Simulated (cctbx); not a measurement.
# Symmetry from intensities

Cell: a = 7.0720 Å, b = 7.0720 Å, c = 3.7060 Å, α = 90.00°, β = 90.00°, γ = 90.00°. Expected content of the cell: W2 Ru8 As4.

The data are simulated with cctbx, not measured: synchrotron X-rays, λ = 0.6889 Å, to d = 0.65 Å, 95 % of the full sphere, strongest reflection 40000 counts, noise from counting, a 4 % proportional error and a noise floor of 2 counts (s.d.); no absorption.

Tests on the unmerged data give:

```text
2695 reflections to d = 0.652 A
centring   violations  <I/sigma> of those
    A       1111 of  1352     14.1
    B       1106 of  1343     14.1
    C       1133 of  1353     14.6
    I        957 of  1325     11.3
    R       1539 of  1802     14.6
    F       1675 of  2024     14.3
Laue class    unique    Rint  (classes that these axes allow; Friedel mates merged)
P -1             1414   0.026
P 1 2/m 1         763   0.032
P 1 1 2/m         804   0.031
P 2/m 1 1         763   0.032
P m m m           456   0.034
P 4/m             405   0.034
P 4/m m m         248   0.036
space group    extra absences  I>4sigma  <I/sigma>
P 4 2 2                 0          0         -  acentric
P 4 21 2               18          0      -0.2  acentric
P 42 2 2                6          0      -0.7  acentric
P 42 21 2              24          0      -0.3  acentric
P 4 m m                 0          0         -  acentric
P 42 n m              175          0      -0.2  acentric
P -4 2 m                0          0         -  acentric
P -4 21 m              18          0      -0.2  acentric
P -4 m 2                0          0         -  acentric
P -4 n 2              175          0      -0.2  acentric
P 4/m m m               0          0         -  centric
P 42/m n m            175          0      -0.2  centric
Wilson B = 0.43 A^2   <|E^2-1|> = 0.800 (0.968 centric, 0.736 acentric)   E^2>4: 0.9 %
shell (A)         n   <I/sigma>
 7.07 - 1.30     40     37.2
 1.30 - 1.03     33     45.2
 1.03 - 0.90     29     43.6
 0.90 - 0.82     32     40.8
 0.82 - 0.76     29     45.0
 0.76 - 0.72     26     45.0
 0.72 - 0.68     31     44.6
 0.68 - 0.65     28     50.7
```

**Question.** What are the lattice type, the Laue class and the likely space group?

Every centring test has many violations, so the lattice is primitive.

Rint stays low (0.026 to 0.036) up to P 4/m m m, the highest class in these axes.

12 settings pass the absence test. The most absences obeyed, 175, belong to P 42 n m, P -4 n 2 and P 42/m n m, which absences can't tell apart.

⟨|E²−1|⟩ = 0.800 lies between the two ideal values. The Wilson B of 0.43 Å² means U ≈ 0.0054 Å².

The true group is P4_2/mnm (no. 136), Laue class 4/mmm, centrosymmetric. The tables only narrow the choice to the tied entries; cell content, site symmetry and trial solutions must settle it.

The model was made for the exercise: a known structure type with other elements put in, its volume estimated, not relaxed; displacement parameters are assumed.

[Logs are printed without paths, hosts, clocks, repeated set-up lines and the standing remarks that a program may print on its own settings, such as how far it seeks lower states.]
